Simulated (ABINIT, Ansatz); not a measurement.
**Converging GW for Sr3SbN (Pm-3m) in ABINIT**

What does each rung of G0W0 on Sr3SbN (Pm-3m) cost, and what does it buy?

Method: LDA and many-body steps on it, plane waves, in ABINIT 10.8.3.

## 1. The starting structure

It takes space group Pm-3m (No. 221, cubic). Conventional cell: a = 5.195 Å, b = 5.195 Å, c = 5.195 Å, α = 90.00°, β = 90.00°, γ = 90.00°. Nearest to Sr lie 2 N at 2.60 Å. Nearest to Sb lie 12 Sr at 3.67 Å. Nearest to N lie 6 Sr at 2.60 Å. Farther neighbours and most contacts between anions are not listed.

The cell and positions are those that the Materials Project relaxed with its own functionals (PBE, PBE+U or r2SCAN), kept fixed. Spin-orbit coupling is left out unless a step names it.

## 2. Empty states on the mesh, 2×2×2 mesh, 491 bands

This step: ABINIT 10.8.3; DFT, LDA, plane waves, norm-conserving pseudopotentials.

The sums over transitions need many empty states on a uniform mesh; this step solves for them.

The input, run.abi:

```
acell 3*1.0 Angstrom
rprim 
  5.194965140000 0.000000000000 0.000000000000
  0.000000000000 5.194965140000 0.000000000000
  0.000000000000 0.000000000000 5.194965140000
ntypat 3
znucl 38 51 7
natom 5
typat 1 1 1 2 3
xred 
  0.000000000000 0.500000000000 0.500000000000
  0.500000000000 0.500000000000 0.000000000000
  0.500000000000 0.000000000000 0.500000000000
  0.000000000000 0.000000000000 0.000000000000
  0.500000000000 0.500000000000 0.500000000000
pp_dirpath "pseudos"
pseudos "Sr.upf, Sb.upf, N.upf"
ecut 40
ngkpt 2 2 2
nshiftk 1
shiftk 0 0 0
kptopt 1
chksymbreak 0
iscf -2
irdden 1
istwfk *1
nband 491
nbdbuf 44
tolwfr 1e-09
nstep 60
prtvol 0
indata_prefix "in"
outdata_prefix "out"
tmpdata_prefix "tmp"
```

Started as:

```sh
$ OMP_NUM_THREADS=1 mpirun -n 4 abinit run.abi > log
```

Numbers of over 12 decimals in the logs are rounded to 6 here.

The log of the run:

```text
.Version 10.8.3 of ABINIT. v10.8.2 released Aug 2026.

 Symmetries : space group Pm -3 m (#221); Bravais cP (primitive cubic)
[... echo of the input left out ...]
== DATASET  1 ==================================================================
-   mpi_nproc: 4, omp_nthreads: 1 (-1 if OMP is not activated)

--- !DatasetInfo
iteration_state: {dtset: 1, }
dimensions: {natom: 5, nkpt: 4, mband: 491, nsppol: 1, nspinor: 1, nspden: 1, mpw: 11536, }
cutoff_energies: {ecut:  40.0, pawecutdg:  -1.0, }
[...]
4.38459    4.40875    4.40875    4.40876    4.45634    4.45635    4.45665    4.46285
   4.46286    4.46297    4.46466    4.46467    4.46468    4.46533    4.48676    4.50899
   4.51198    4.51866    4.51906
 prteigrs : prtvol=0 or 1, do not print more k-points.

== END DATASET(S) ==============================================================
================================================================================

 -outvars: echo values of variables after computation  --------
            nband         491
             nkpt           4
          spgroup         221
 [... the other variables as echoed above ...]

 Calculation completed.
```

Wall time 9 min (4 MPI ranks of Arm Neoverse V1, shared host); peak memory 0.94 GiB.

This step gave:

```
gap                                                           : 0.2503 eV
k of the valence top                                          : 0, 0, 0
k of the conduction bottom                                    : 0, 0, 0
least direct gap                                              : 0.2503 eV
k points computed                                             : 4
lowest point of the top converged band, above the valence top : 108.0654 eV
```

On this mesh the gap is 0.250 eV.

The density comes from a self-consistent run that is not shown.

## 3. Screening, 2×2×2 mesh, 81 bands, screening to 76.2 eV

The RPA dielectric matrix is built and inverted for each q.

This step: RPA screening on LDA, plane waves, norm-conserving pseudopotentials.

run.abi, as its differences from that of step 2:

```diff
@@ -23,10 +23,11 @@
 chksymbreak 0
-iscf -2
-irdden 1
 istwfk *1
-nband 491
-nbdbuf 44
-tolwfr 1e-09
-nstep 60
-prtvol 0
+occopt 1
+irdwfk 1
+optdriver 3
+nband 81
+ecuteps 2.8
+inclvkb 2
+awtr 1
+symchi 1
 indata_prefix "in"
```

The log of the run:

```text
.Version 10.8.3 of ABINIT. v10.8.2 released Aug 2026.

 Symmetries : space group Pm -3 m (#221); Bravais cP (primitive cubic)
[... echo of the input left out ...]
== DATASET  1 ==================================================================
-   mpi_nproc: 4, omp_nthreads: 1 (-1 if OMP is not activated)

--- !DatasetInfo
iteration_state: {dtset: 1, }
dimensions: {natom: 5, nkpt: 4, mband: 81, nsppol: 1, nspinor: 1, nspden: 1, mpw: 11536, }
cutoff_energies: {ecut:  40.0, pawecutdg:  -1.0, }
electrons: {nelect:   5.80000000E+01, charge:   0.00000000E+00, occopt:   1.00000000E+00, tsmear:   1.00000000E-02, }

 SCREENING: Calculation of the susceptibility and dielectric matrices

 Based on a program developped by R.W. Godby, V. Olevano, G. Onida, and L. Reining.
 Incorporated in ABINIT by V. Olevano, G.-M. Rignanese, and M. Torrent.
.Using double precision arithmetic ; gwpc =  8

[... cell and pseudopotentials left out ...]
--------------------------------------------------------------------------------

 ==== K-mesh for the wavefunctions ====
 Number of points in the irreducible wedge :     4
[... list of points left out ...]
 Together with 48 symmetry operations and time-reversal symmetry
 yields     8 points in the full Brillouin Zone.

 ==== Q-mesh for the screening function ====
 Number of points in the irreducible wedge :     4
[... list of points left out ...]
 Together with 48 symmetry operations and time-reversal symmetry
 yields     8 points in the full Brillouin Zone.

 setmesh: FFT mesh size selected  =    36x   36x   36
          total number of points  =        46656

 vcoul_init : cutoff-mode = AUXILIARY_FUNCTION
 q-points for optical limit:   1
     1)      0.000010    0.000020    0.000030

- screening: taking advantage of time-reversal symmetry
- Maximum band index for partially occupied states nbvw = 29
- Remaining bands to be divided among processors   nbcw = 52
- Number of bands treated by each node ~13

 Number of electrons calculated from density =   58.0000; Expected =   58.0000
 average of density, n =  0.061303
 r_s =    1.5733
 omega_plasma =   23.8835 [eV]

 calculating chi0 at frequencies [eV] :
  1    0.000000E+00    0.000000E+00
  2    0.000000E+00    2.388347E+01

--------------------------------------------------------------------------------
  q-point number  1        q = ( 0.000000, 0.000000, 0.000000) [r.l.u.]
--------------------------------------------------------------------------------
[... chi0 elements left out ...]
 For q-point:  0.000010 0.000020 0.000030
  dielectric constant = 186.3961
  dielectric constant without local fields = 215.2568

  Average fulfillment of the sum rule on Im[epsilon] for q-point    1 :     40.64  [%]
[... wings left out ...]
  q-point number  2        q = ( 0.500000, 0.000000, 0.000000) [r.l.u.]
--------------------------------------------------------------------------------
[... chi0 elements left out ...]
  Average fulfillment of the sum rule on Im[epsilon] for q-point    2 :     49.14  [%]

 [... 2 further q-points ...]
```

Elapsed: 21 s, on 4 MPI ranks; peak memory 1.2 GiB.

This step gave:

```yaml
eps_infinity_with_local_fields_on_this_mesh_along_the_program_s_q_direction: 186.4
the_same_without_local_fields: 215.3
plasma_frequency: 23.88 eV
plane_waves_in_the_screening_matrix: 203
```

Local fields lower ε∞ by 13 %. The value itself is an artefact of the mesh, where one narrow direct gap carries too much weight.

## 4. 81 bands, 76.2 eV

The self-energy is evaluated for the states that the input lists, and the levels follow from it, in one-shot runs by the linearised quasiparticle equation.

This step: G0W0 on LDA, plane waves, norm-conserving pseudopotentials.

run.abi, as its differences from that of step 3:

```diff
@@ -26,8 +26,15 @@
 irdwfk 1
-optdriver 3
+optdriver 4
 nband 81
+gwcalctyp 0
+ecutsigx 40
+symsigma 1
+nkptgw 1
+kptgw 
+  0.0000000000 0.0000000000 0.0000000000
+bdgw 
+  27 31
 ecuteps 2.8
-inclvkb 2
-awtr 1
-symchi 1
+irdscr 1
+ppmodel 1
 indata_prefix "in"
```

The log of the run:

```text
.Version 10.8.3 of ABINIT. v10.8.2 released Aug 2026.

 Symmetries : space group Pm -3 m (#221); Bravais cP (primitive cubic)
[... echo of the input left out ...]
== DATASET  1 ==================================================================
-   mpi_nproc: 4, omp_nthreads: 1 (-1 if OMP is not activated)

--- !DatasetInfo
iteration_state: {dtset: 1, }
dimensions: {natom: 5, nkpt: 4, mband: 81, nsppol: 1, nspinor: 1, nspden: 1, mpw: 11536, }
cutoff_energies: {ecut:  40.0, pawecutdg:  -1.0, }
electrons: {nelect:   5.80000000E+01, charge:   0.00000000E+00, occopt:   1.00000000E+00, tsmear:   1.00000000E-02, }

 SIGMA: Calculation of the GW corrections

 Based on a program developped by R.W. Godby, V. Olevano, G. Onida, and L. Reining.
 Incorporated in ABINIT by V. Olevano, G.-M. Rignanese, and M. Torrent.
.Using double precision arithmetic ; gwpc =  8

[... cell and pseudopotentials left out ...]
--------------------------------------------------------------------------------

 ==== K-mesh for the wavefunctions ====
 Number of points in the irreducible wedge :     4
[... list of points left out ...]
 Together with 48 symmetry operations and time-reversal symmetry
 yields     8 points in the full Brillouin Zone.

 ==== Q-mesh for screening function ====
 Number of points in the irreducible wedge :     4
[... list of points left out ...]
 Together with 48 symmetry operations and time-reversal symmetry
 yields     8 points in the full Brillouin Zone.

 vcoul_init : cutoff-mode = AUXILIARY_FUNCTION
 q-points for optical limit:   1
     1)      0.000010    0.000020    0.000030
 setmesh: FFT mesh size selected  =    60x   60x   60
          total number of points  =       216000

 Number of electrons calculated from density =   58.0000; Expected =   58.0000
 average of density, n =  0.061303
 r_s =    1.5733
 omega_plasma =   23.8835 [eV]

 === KS Band Gaps ===
  >>>> For spin  1
   Minimum direct gap =   0.2503 [eV], located at k-point      :   0.0000  0.0000  0.0000
   Fundamental gap    =   0.2503 [eV], Top of valence bands at :   0.0000  0.0000  0.0000
                                       Bottom of conduction at :   0.0000  0.0000  0.0000
 SIGMA fundamental parameters:
 PLASMON POLE MODEL  1
 number of plane-waves for SigmaX                11459
 number of plane-waves for SigmaC and W            203
 number of plane-waves for wavefunctions         11459
 number of bands                                    81
 number of independent spin polarizations            1
 number of spinorial components                      1
 number of k-points in IBZ                           4
 number of q-points in IBZ                           4
 number of symmetry operations                      48
 number of k-points in BZ                            8
 number of q-points in BZ                            8
 number of frequencies for dSigma/dE                 9
 frequency step for dSigma/dE [eV]                0.25
 number of omega for Sigma on real axis              0
 max omega for Sigma on real axis  [eV]           0.00
 zcut for avoiding poles [eV]                     0.10

 EPSILON^-1 parameters (SCR file):
 dimension of the eps^-1 matrix on file            203
 dimension of the eps^-1 matrix used               203
 number of plane-waves for wavefunctions         11459
 number of bands                                    81
 number of q-points in IBZ                           4
 number of frequencies                               2
 number of real frequencies                          1
 number of imag frequencies                          1

 matrix elements of self-energy operator (all in [eV])

 Perturbative Calculation

--- !SelfEnergy_ee
iteration_state: {dtset: 1, }
kpoint     : [   0.000,    0.000,    0.000, ]
spin       : 1
KS_gap     :    0.250
QP_gap     :    0.385
Delta_QP_KS:    0.134
data: !SigmaeeData |
     Band     E0 <VxcDFT>   SigX SigC(E0)      Z dSigC/dE  Sig(E)    E-E0       E
       27   6.668 -14.898 -17.593   3.523   0.754  -0.326 -14.273   0.625   7.293
       28   6.668 -14.898 -17.593   3.523   0.754  -0.326 -14.273   0.625   7.293
       29   6.668 -14.898 -17.593   3.523   0.754  -0.326 -14.273   0.625   7.293
       30   6.918  -8.573  -4.116  -3.515   0.806  -0.240  -7.813   0.759   7.677
       31   6.918  -8.573  -4.116  -3.515   0.806  -0.240  -7.813   0.759   7.677

== END DATASET(S) ==============================================================
================================================================================

 -outvars: echo values of variables after computation  --------
           etotal      0.0000000000E+00
            nband          81
             nkpt           4
          spgroup         221
 [... the other variables as echoed above ...]

 Calculation completed.
```

Elapsed: 5.7 s, on 4 MPI ranks; peak memory 0.35 GiB; 22 s of CPU time.

Numbers from this step:

```
G0W0 gap on the points computed              : 0.3840 eV
starting gap on the mesh                     : 0.2503 eV
k of the valence top                         : 0, 0, 0
k of the conduction bottom                   : 0, 0, 0
Z at the valence top                         : 0.754
Z at the conduction bottom                   : 0.806
least direct G0W0 gap on the computed points : 0.3840 eV
```

The gap on the mesh goes from 0.25 eV to 0.38 eV, a correction of +0.13 eV.

## 5. Screening, 2×2×2 mesh, 199 bands, screening to 141.5 eV

This step: RPA screening on LDA, plane waves, norm-conserving pseudopotentials.

run.abi, as its differences from that of step 4:

```diff
@@ -26,15 +26,8 @@
 irdwfk 1
-optdriver 4
-nband 81
-gwcalctyp 0
-ecutsigx 40
-symsigma 1
-nkptgw 1
-kptgw 
-  0.0000000000 0.0000000000 0.0000000000
-bdgw 
-  27 31
-ecuteps 2.8
-irdscr 1
-ppmodel 1
+optdriver 3
+nband 199
+ecuteps 5.2
+inclvkb 2
+awtr 1
+symchi 1
 indata_prefix "in"
```

The log of the run:

```text
.Version 10.8.3 of ABINIT. v10.8.2 released Aug 2026.

 Symmetries : space group Pm -3 m (#221); Bravais cP (primitive cubic)
[... echo of the input left out ...]
== DATASET  1 ==================================================================
-   mpi_nproc: 4, omp_nthreads: 1 (-1 if OMP is not activated)

--- !DatasetInfo
iteration_state: {dtset: 1, }
dimensions: {natom: 5, nkpt: 4, mband: 199, nsppol: 1, nspinor: 1, nspden: 1, mpw: 11536, }
cutoff_energies: {ecut:  40.0, pawecutdg:  -1.0, }
electrons: {nelect:   5.80000000E+01, charge:   0.00000000E+00, occopt:   1.00000000E+00, tsmear:   1.00000000E-02, }

 SCREENING: Calculation of the susceptibility and dielectric matrices

 Based on a program developped by R.W. Godby, V. Olevano, G. Onida, and L. Reining.
 Incorporated in ABINIT by V. Olevano, G.-M. Rignanese, and M. Torrent.
.Using double precision arithmetic ; gwpc =  8

[... cell and pseudopotentials left out ...]
--------------------------------------------------------------------------------

 ==== K-mesh for the wavefunctions ====
 Number of points in the irreducible wedge :     4
[... list of points left out ...]
 Together with 48 symmetry operations and time-reversal symmetry
 yields     8 points in the full Brillouin Zone.

 ==== Q-mesh for the screening function ====
 Number of points in the irreducible wedge :     4
[... list of points left out ...]
 Together with 48 symmetry operations and time-reversal symmetry
 yields     8 points in the full Brillouin Zone.

 setmesh: FFT mesh size selected  =    40x   40x   40
          total number of points  =        64000

 vcoul_init : cutoff-mode = AUXILIARY_FUNCTION
 q-points for optical limit:   1
     1)      0.000010    0.000020    0.000030

- screening: taking advantage of time-reversal symmetry
- Maximum band index for partially occupied states nbvw = 29
- Remaining bands to be divided among processors   nbcw = 170
- Number of bands treated by each node ~42

 Number of electrons calculated from density =   58.0000; Expected =   58.0000
 average of density, n =  0.061303
 r_s =    1.5733
 omega_plasma =   23.8835 [eV]

 calculating chi0 at frequencies [eV] :
  1    0.000000E+00    0.000000E+00
  2    0.000000E+00    2.388347E+01

--------------------------------------------------------------------------------
  q-point number  1        q = ( 0.000000, 0.000000, 0.000000) [r.l.u.]
--------------------------------------------------------------------------------
[... chi0 elements left out ...]
 For q-point:  0.000010 0.000020 0.000030
  dielectric constant = 186.7254
  dielectric constant without local fields = 215.2916

  Average fulfillment of the sum rule on Im[epsilon] for q-point    1 :     66.66  [%]
[... wings left out ...]
  q-point number  2        q = ( 0.500000, 0.000000, 0.000000) [r.l.u.]
--------------------------------------------------------------------------------
[... chi0 elements left out ...]
  Average fulfillment of the sum rule on Im[epsilon] for q-point    2 :     71.57  [%]

 [... 2 further q-points ...]
```

Wall time 79 s (4 MPI ranks); peak memory 2 GiB; 5.3 min of CPU time.

Numbers from this step:

| Quantity | Value |
| --- | --- |
| ε∞ with local fields, on this mesh, along the program's q direction | 186.7 |
| the same without local fields | 215.3 |
| plasma frequency | 23.88 eV |
| plane waves in the screening matrix | 515 |

(Continued in part 2 of 2.)

[Paths, hosts, dates, memory and timing lines, banners, echoed tables and standing remarks are left out of the program output.]

[Logs are printed without paths, hosts, clocks, repeated set-up lines and the standing remarks that a program may print on its own settings, such as how far it seeks lower states.]

[Runs of the session that timed out or met a known fault of the program may be left out.]

[No measured gap is set beside runs whose start may be inverted or whose files or cutoffs have a known fault.]

[Hosts, paths, dates, database ids (printed as entryN), source tags and the programs' standing remarks are cut or masked in the printed files.]

[G0W0 gaps are taken among the corrected bands and points alone; a level outside them can change the order at an edge.]

[Where Ansatz stands beside ABINIT at settings called matched, ABINIT's density can come from a denser mesh and the files from another edition; pairs whose starting gaps differed by over 0.03 eV were left out, so agreement reads better than it is.]
